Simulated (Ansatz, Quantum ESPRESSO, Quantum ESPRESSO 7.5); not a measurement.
# arsenene, 1 layer: biaxial strain by an ASE script

How do the band edges of arsenene, 1 layer move against the vacuum when the sheet is stretched?

Method: plane-wave DFT, PBE, GBRV ultrasoft pseudopotentials (geometry by Ansatz 0.2.0 with PAW datasets; geometry under PBE), in Quantum ESPRESSO 7.5.

This is a report of a sequence of runs, with most program output left out.

## Step 1: The starting structure

The cell holds 2 atoms: 2 As. Cell: a = 3.610 Å, b = 3.610 Å, c = 16.400 Å, α = 90.0°, β = 90.0°, γ = 120.0°. It derives from As. Vacuum lies along c.

## Step 2: Geometry from Ansatz

A relaxation in Ansatz fixes the structure of this slab for the runs on it.

input.yaml reads:

```yaml
crystal:
  lattice:
    - [3.61, 0.0, 0.0]
    - [-1.805, 3.1263517077, 0.0]
    - [0.0, 0.0, 16.4]
  atoms:
    - { symbol: As, position: [0.6666666667, 0.3333333333, 0.4573170732] }
    - { symbol: As, position: [0.3333333333, 0.6666666667, 0.5426829268] }
kpoints:
  mp_grid: { grid: [12, 12, 1] }
hamiltonian:
  xc: pbe
scf:
  occupations: { method: fermi_dirac, width: 0.05 }
  convergence: { dr2_threshold: 1.0e-08 }
efield:
  axis: 3
  dipole_correction: true
  ramp_position: 0.97
  ramp_width: 0.04
relax:
  f_tol: 0.01
  cell: { fix: [c, alpha, beta] }
output:
  write_potential: true
  write_density: true
  volumetric_format: npy
```

On the command line:

```sh
$ ansatz run input.yaml --threads 2 --pin off --max-ram 4096MiB --backend cpu --events-out ev --progress --plain --runs-dir out
```

The job ended after 8.1 s (2 threads of Arm Neoverse V2, shared host; peak memory 0.39 GiB; 16 s of CPU time).

Step by step:

| step | energy less that of the first step (eV) | largest force component (eV/Å) | pressure (GPa) | volume (Å³) |
| --- | --- | --- | --- | --- |
| 1 | 0.0000 | 0.1292 | -0.12 | 185.09 |
| 2 | 0.0002 | 0.1357 | 0.04 | 185.34 |
| 3 | -0.0007 | 0.0024 | -0.02 | 184.83 |
| 4* | -0.0007 | 0.0024 | -0.02 | 184.83 |

Relaxation steps marked * repeat the geometry before them on a plane-wave basis chosen anew for their cell, so energy and pressure can jump there. Relaxation step 2 was tried and not accepted.

Forces are held to the 6 operations that the run works with; a distortion that breaks them can't arise in this run.

| cell as run | before | after | change |
| --- | --- | --- | --- |
| a (Å) | 3.610 | 3.607 | -0.1 % |
| b (Å) | 3.610 | 3.607 | -0.1 % |

The relaxed structure:

```xyz
2
Lattice="3.6074 0.0000 0.0000 -1.8037 3.1241 0.0000 0.0000 0.0000 16.4000" Properties=species:S:1:pos:R:3
As    1.8037    1.0414    7.5047
As    0.0000    2.0827    8.8953
```

Read from the output:

```
free energy                                                      : -9712.2692 eV
Fermi energy                                                     : -1.062 eV
gap by band count                                                : 1.640 eV
symmetry operations                                              : 6
dipole along the normal                                          : -2.31e-5 e·Å
vacuum level at the upper face over a Fermi level inside the gap : 4.583 eV
vacuum level at the lower face over a Fermi level inside the gap : 4.583 eV
```

## Step 3: The script

Under ESM bc1 levels count from the vacuum, or from the mean of the two vacuum levels where the sheet has a dipole, so band edges at unlike strains can be compared.

Level of this step: plane-wave DFT, PBE, GBRV ultrasoft pseudopotentials (Quantum ESPRESSO 7.5).

run.py reads:

```python
import json
import numpy as np
from ase import Atoms
from ase.calculators.espresso import Espresso, EspressoProfile

profile = EspressoProfile(command='mpirun -n 2 pw.x -nk 2', pseudo_dir='../pseudo')
pseudopotentials = {'As': 'as_pbe_v1.uspp.F.UPF'}
system = {'ecutwfc': 40, 'ecutrho': 200, 'occupations': 'smearing', 'smearing': 'fd', 'degauss': 0.002}


def calculator(name, kpts, **extra):
    data = dict(control=dict(tprnfor=True, verbosity='high', disk_io='none'),
                system=system | extra,
                electrons=dict(conv_thr=1e-09, mixing_beta=0.4, mixing_mode='plain',
                               electron_maxstep=100))
    return Espresso(profile=profile, directory=name, pseudopotentials=pseudopotentials, kpts=kpts, input_data=data)


def centre(atoms):
    z = atoms.positions[:, 2]
    atoms.positions[:, 2] -= (z.max() + z.min()) / 2  # ESM wants the slab about z = 0
    return atoms

sheet = Atoms(
    ['As', 'As'],
    scaled_positions=[
        [0.6666666667, 0.3333333333, 0.4576051513],
        [0.3333333333, 0.6666666667, 0.5423948487]],
    cell=[
        [3.607428366158, 0.000000000000, 0.000000000000],
        [-1.803714183079, 3.124124607425, 0.000000000000],
        [0.000000000000, 0.000000000000, 16.400000000000]],
    pbc=True)

rows = []
for strain in [-0.03, -0.015, 0.0, 0.015, 0.03]:
    atoms = sheet.copy()
    atoms.set_cell(sheet.cell.array * [[1 + strain], [1 + strain], [1]], scale_atoms=True)
    atoms = centre(atoms)
    atoms.calc = calculator(f's{strain:+.3f}', (12, 12, 1), assume_isolated='esm', esm_bc='bc1', nbnd=9)
    energy = atoms.get_potential_energy()
    levels = np.array([atoms.calc.get_eigenvalues(kpt=i) for i in range(len(atoms.calc.get_ibz_k_points()))])
    top, bottom = levels[:, 4].max(), levels[:, 5].min()
    direct = (levels[:, 5] - levels[:, 4]).min()
    rows.append([strain, energy, top, bottom, direct])
    print(f'strain {strain:+.3f}: E = {energy:.5f} eV, valence top {top:.3f}, conduction bottom {bottom:.3f}, '
          f'gap {bottom - top:.3f}, least direct gap {direct:.3f} eV')

x, energy, top, bottom, direct = np.array(rows).T
area = np.linalg.norm(np.cross(*sheet.cell[:2]))
stiffness = np.polyfit(x, energy, 2)[0] / area * 16.0218  # C11 + C12, heights clamped
print(f'valence and conduction edges move by {np.polyfit(x, top, 1)[0]:.2f} and {np.polyfit(x, bottom, 1)[0]:.2f} eV per unit biaxial strain')
print(f'C11 + C12 with clamped heights: {stiffness:.1f} N/m')
json.dump(dict(rows=rows, stiffness=stiffness), open('result.json', 'w'))
```

On the command line:

```sh
$ OMP_NUM_THREADS=1 python run.py
```

Run time: 2.2 min. Hardware: 2 MPI ranks; peak memory 0.37 GiB; 4.4 min of CPU time.

Numbers from this step:

```
biaxial stiffness : 71.94 N/m
```

The band edge from the vacuum level by biaxial strain:

| biaxial strain (%) | valence top (eV) | conduction bottom (eV) |
| --- | --- | --- |
| -3.00 | -5.15 | -3.71 |
| -1.50 | -5.28 | -3.73 |
| 0.00 | -5.39 | -3.75 |
| 1.50 | -5.48 | -3.76 |
| 3.00 | -5.57 | -3.90 |

Gap against biaxial strain:

| biaxial strain (%) | on the mesh (eV) | least direct (eV) |
| --- | --- | --- |
| -3.00 | 1.44 | 2.28 |
| -1.50 | 1.55 | 2.11 |
| 0.00 | 1.64 | 1.95 |
| 1.50 | 1.72 | 1.81 |
| 3.00 | 1.67 | 1.67 |

Table of energy over the lowest by biaxial strain:

| biaxial strain (%) | energy over the lowest (meV) |
| --- | --- |
| -3.00 | 56.0 |
| -1.50 | 15.2 |
| 0.00 | 0 |
| 1.50 | 7.45 |
| 3.00 | 35.0 |

## Step 4: The script: RPBE, GBRV ultrasoft

Level of this step: plane-wave DFT, RPBE, GBRV ultrasoft pseudopotentials made under PBE (Quantum ESPRESSO 7.5). input_dft overrides the functional of the files.

run.py, as its differences from the input of step 3:

```diff
@@ -7,3 +7,3 @@
 pseudopotentials = {'As': 'as_pbe_v1.uspp.F.UPF'}
-system = {'ecutwfc': 40, 'ecutrho': 200, 'occupations': 'smearing', 'smearing': 'fd', 'degauss': 0.002}
+system = {'ecutwfc': 40, 'ecutrho': 200, 'input_dft': 'rpbe', 'occupations': 'smearing', 'smearing': 'fd', 'degauss': 0.002}
```

On the command line:

```sh
$ OMP_NUM_THREADS=1 python run.py
```

The job ended after 2.1 min (2 MPI ranks; peak memory 0.36 GiB).

Numbers from this step:

```
biaxial stiffness : 73.45 N/m
```

The band edge from the vacuum level by biaxial strain:

| biaxial strain (%) | valence top (eV) | conduction bottom (eV) |
| --- | --- | --- |
| -3.00 | -5.06 | -3.56 |
| -1.50 | -5.19 | -3.58 |
| 0.00 | -5.30 | -3.60 |
| 1.50 | -5.40 | -3.62 |
| 3.00 | -5.49 | -3.75 |

Gap against biaxial strain:

| biaxial strain (%) | on the mesh (eV) | least direct (eV) |
| --- | --- | --- |
| -3.00 | 1.50 | 2.35 |
| -1.50 | 1.61 | 2.18 |
| 0.00 | 1.70 | 2.02 |
| 1.50 | 1.78 | 1.88 |
| 3.00 | 1.74 | 1.74 |

Table of energy over the lowest by biaxial strain:

| biaxial strain (%) | energy over the lowest (meV) |
| --- | --- |
| -3.00 | 95.4 |
| -1.50 | 38.5 |
| 0.00 | 7.69 |
| 1.50 | 0 |
| 3.00 | 12.9 |

## Step 5: A check by hand

Under equal strain ε in the plane, E = A (C11 + C12) ε². From the points at ±1.5 %: d²E/dε² = (15.23 + 7.45 − 2 × 0.00) meV / 0.015² = 101 eV, and 101/(2 × 11.270 Å²) × 16.02 = 72 N/m.

## Step 6: Summary of results

```yaml
c11_c12_heights_clamped_pbe_gbrv_ultrasoft: 72 N/m
gap_on_the_mesh_at_zero_strain_pbe_gbrv_ultrasoft: 1.64 eV
valence_top_below_the_vacuum_at_zero_strain_pbe_gbrv_ultrasoft: 5.39 eV
shift_of_the_valence_top_per_unit_biaxial_strain_pbe_gbrv_ultrasoft: -7.0 eV
c11_c12_heights_clamped_rpbe_gbrv_ultrasoft_made_under_pbe: 73 N/m
gap_on_the_mesh_at_zero_strain_rpbe_gbrv_ultrasoft_made_under_pbe: 1.70 eV
valence_top_below_the_vacuum_at_zero_strain_rpbe_gbrv_ultrasoft_made_under_pbe: 5.30 eV
shift_of_the_valence_top_per_unit_biaxial_strain_rpbe_gbrv_ultrasoft_made_under_pbe: -7.1 eV
```

**Reading.** The sheet's biaxial stiffness comes to 72 N/m and its gap at zero strain to 1.64 eV (PBE, GBRV ultrasoft). From −3 % to +3 % the gap on the mesh goes from 1.44 to 1.67 eV, through a peak of 1.72 eV; it is direct at some strains and indirect at others. The conduction bottom bends along the series, so the script's straight-line slope describes it poorly. Heights are clamped under strain, which makes a sheet with several atomic planes too stiff. Zero strain is the PBE cell; under RPBE the energy is lowest near +1.3 %, so its stiffness is taken away from its own minimum. Semilocal gaps are too small. Spin-orbit coupling is left out; depending on the atoms that carry the levels of interest, it can split and shift them by tens to hundreds of meV.

[Logs are printed without paths, hosts, clocks, repeated set-up lines and the standing remarks that a program may print on its own settings, such as how far it seeks lower states.]

[Hosts, paths, dates, database ids (printed as entryN), source tags and the programs' standing remarks are cut or masked in the printed files.]

[Maps of the electrostatic potential energy from Ansatz leave out the sawtooth potential of an applied field or a dipole correction, so their vacuum need not be flat; planar profiles and work functions include it.]
